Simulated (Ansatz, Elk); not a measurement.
# How far do independent atoms describe SrNiS3?, part 2 of 2

The structure of SrNiS3 used here is made up (a known structure type with other elements) and was relaxed beforehand with PBE. The aim is the Fourier transform of its all-electron density, F(hkl), set beside the sum over free spherical atoms that refinements use.

Elk 11.2.3 (patched build); all-electron DFT.

So far: The structure; Ground state and structure factors; The highest occupied states alone.

The structure was built from a prototype and need not be the compound's stable phase.

## 4. Another try

Level of this step: DFT, PBE, all-electron APW+lo, Dirac cores, scalar-relativistic bands, static density, no spin (Elk).

In this try the input is made faulty on purpose, to show what that does.

The input is changed as shown.

File elk.in:

```
tasks
  0
  195

xctype
  20

spinpol
  .false.

rgkmax
  3.5

gmaxvr
  14.0

lmaxo
  7

lmaxapw
  8

swidth
  0.002

tshift
  .false.

ramdisk
  .false.

hmaxvr
  5.5

maxscl
  60

epspot
  1e-06

sppath
  './'

avec
  8.70388741189 -0.00000000000 0.00000000000
  -0.00000000000 8.70388741189 0.00000000000
  0.00000000000 0.00000000000 8.70388741189

atoms
  3
  'Sr.in'
  1
  0.0000000000 0.0000000000 -0.0000000000   0.000000 0.000000 0.000000
  'Ni.in'
  1
  0.5000000000 0.5000000000 0.5000000000   0.000000 0.000000 0.000000
  'S.in'
  3
  0.5000000000 -0.0000000000 0.5000000000   0.000000 0.000000 0.000000
  -0.0000000000 0.5000000000 0.5000000000   0.000000 0.000000 0.000000
  0.5000000000 0.5000000000 -0.0000000000   0.000000 0.000000 0.000000

ngridk
  5 5 5
```

Run with:

```sh
$ OMP_NUM_THREADS=4 elk
```

Numbers of over 12 decimals in the logs are rounded to 6 here.

What it wrote:

```text
┌─────────────────────────┐
│ Elk code version 11.2.3 │
└─────────────────────────┘

All units are atomic (Hartree, Bohr, etc.)

┌─────────────────────────────────────────────────┐
│ Ground-state run starting from atomic densities │
└─────────────────────────────────────────────────┘

Lattice vectors :
   8.703887412      -0.000000000       0.000000000
  -0.000000000       8.703887412       0.000000000
   0.000000000       0.000000000       8.703887412

Reciprocal lattice vectors :
  0.7218826497       0.000000000      -0.000000000
[...]
species : 3 (S)
[...]
atom 2                    :    13.64786343     (  0.1720963514E-03)
   atom 3                    :    13.64786343     (  0.1720963514E-03)
 total in muffin-tins        :    103.4139650
 total calculated charge     :    113.9986875
 total charge                :    114.0000000
 error                       :   0.1312475213E-02

┌──────────────────────────────┐
│ Self-consistent loop stopped │
└──────────────────────────────┘

Warning : core states of species 2 leak from the muffin-tin :   0.6589137373E-03

Warning : core states of species 3 leak from the muffin-tin :   0.1720963514E-03

Wrote STATE.OUT
[key lines of the parts left out:]
total energy                :     -5897.0450427942
```

Elapsed: 20 s, on 4 threads of Arm Neoverse V1, shared host; peak memory 0.16 GiB; 36 s of CPU time.

The run finished. A setting was moved off its sound value on purpose, so it serves as a test and not as the result.

The fault put into the input: a cutoff far too low.

Its structure factors differ from the first run's by R = 0.3 %.

## 5. Another functional

The difference from free atoms is small, so it is set against the change that PBEsol makes.

elk.in, as its differences from that of step 4:

```diff
@@ -5,3 +5,3 @@
 xctype
-  20
+  22
 
@@ -11,3 +11,3 @@
 rgkmax
-  3.5
+  7.0
 
@@ -35,3 +35,3 @@
 maxscl
-  60
+  120
```

Run with:

```sh
$ OMP_NUM_THREADS=4 elk
```

What it wrote:

```text
┌─────────────────────────┐
│ Elk code version 11.2.3 │
└─────────────────────────┘

All units are atomic (Hartree, Bohr, etc.)

┌─────────────────────────────────────────────────┐
│ Ground-state run starting from atomic densities │
└─────────────────────────────────────────────────┘

Lattice vectors :
   8.703887412      -0.000000000       0.000000000
  -0.000000000       8.703887412       0.000000000
   0.000000000       0.000000000       8.703887412

Reciprocal lattice vectors :
  0.7218826497       0.000000000      -0.000000000
[...]
species : 3 (S)
[...]
atom 2                    :    14.01412917     (  0.1813054457E-03)
   atom 3                    :    14.01412917     (  0.1813054457E-03)
 total in muffin-tins        :    104.9512015
 total calculated charge     :    113.9980751
 total charge                :    114.0000000
 error                       :   0.1924906480E-02

┌──────────────────────────────┐
│ Self-consistent loop stopped │
└──────────────────────────────┘

Warning : core states of species 2 leak from the muffin-tin :   0.6542972483E-03

Warning : core states of species 3 leak from the muffin-tin :   0.1813054457E-03

Wrote STATE.OUT
[key lines of the parts left out:]
total energy                :     -5893.3330029450
```

Elapsed: 23 s, on 4 threads; peak memory 0.17 GiB.

Against the first run R = 0.04 %; the largest change is -0.055 at 111.

## 6. A coarser k-mesh

About half the k-points along each axis test the sampling.

elk.in, as its differences from that of step 5:

```diff
@@ -5,3 +5,3 @@
 xctype
-  22
+  20
 
@@ -63,2 +63,2 @@
 ngridk
-  5 5 5
+  2 2 2
```

Run with:

```sh
$ OMP_NUM_THREADS=4 elk
```

What it wrote:

```text
┌─────────────────────────┐
│ Elk code version 11.2.3 │
└─────────────────────────┘

All units are atomic (Hartree, Bohr, etc.)

┌─────────────────────────────────────────────────┐
│ Ground-state run starting from atomic densities │
└─────────────────────────────────────────────────┘

Lattice vectors :
   8.703887412      -0.000000000       0.000000000
  -0.000000000       8.703887412       0.000000000
   0.000000000       0.000000000       8.703887412

Reciprocal lattice vectors :
  0.7218826497       0.000000000      -0.000000000
[...]
species : 3 (S)
[...]
atom 2                    :    14.03588792     (  0.1799055678E-03)
   atom 3                    :    14.03588792     (  0.1799055678E-03)
 total in muffin-tins        :    105.0151939
 total calculated charge     :    113.9979628
 total charge                :    114.0000000
 error                       :   0.2037231974E-02

┌──────────────────────────────┐
│ Self-consistent loop stopped │
└──────────────────────────────┘

Warning : core states of species 2 leak from the muffin-tin :   0.6426158072E-03

Warning : core states of species 3 leak from the muffin-tin :   0.1799055678E-03

Wrote STATE.OUT
[key lines of the parts left out:]
total energy                :     -5898.4003488906
```

Wall time 20 s (4 threads); peak memory 0.17 GiB.

Against the first run R = 0.09 %; the largest change is +0.153 at 300.

## 7. Settings against the effect

```tsv
run	R against the first run (%)	R against neutral atoms, low angle (%)	wall time
PBE, rgkmax 7	0.00	0.17	22 s
PBEsol	0.04	0.13	23 s
k-mesh 2×2×2	0.09	0.23	20 s
```

## 8. What came out

| Property | Result |
| --- | --- |
| R against neutral atoms, sin θ/λ < 0.3 Å⁻¹ | 0.17 % |
| R against neutral atoms, 0.3 to 0.83 Å⁻¹ | 0.35 % |

In words: Independent neutral atoms miss the calculated amplitudes by R = 0.17 % below 0.3 Å⁻¹ and 0.35 % from there to 0.83 Å⁻¹; by shells, 2.27 % below 0.15 Å⁻¹ (1 form), 0.14 % 0.15 to 0.3 (5 forms), 0.29 % 0.3 to 0.45 (11 forms), 0.36 % above 0.45 (55 forms). Bonding, aspherical density and the tables' own atoms all enter these figures, and the runs don't part them. The largest change of an amplitude is +0.20 electrons, at 111. Weak lines can change much in proportion: 500 goes from 0.23 to 0.35. The window's part falls from 28.0 electrons at the origin to at most 2.19 between 0.45 and 0.83 Å⁻¹, where compact states inside the window still scatter. Below 0.3 Å⁻¹ the changes that finished (PBEsol and k-mesh 2×2×2) move F by R = 0.15 % at most, against the 0.17 % that separates it from free atoms, so the difference from free atoms isn't resolved. A single amplitude moves by up to 0.15 electrons, against 0.20 for the largest difference from free atoms. The basis has no finished test. These runs have no spin, though d or f shells may be open. Part of the difference isn't bonding: the tables are fits to free atoms and ions calculated by other methods than this functional. Thermal motion, anomalous dispersion and extinction are left out.

[Logs are printed without paths, hosts, clocks, repeated set-up lines and the standing remarks that a program may print on its own settings, such as how far it seeks lower states.]

[Hosts, paths, dates, database ids (printed as entryN), source tags and the programs' standing remarks are cut or masked in the printed files.]
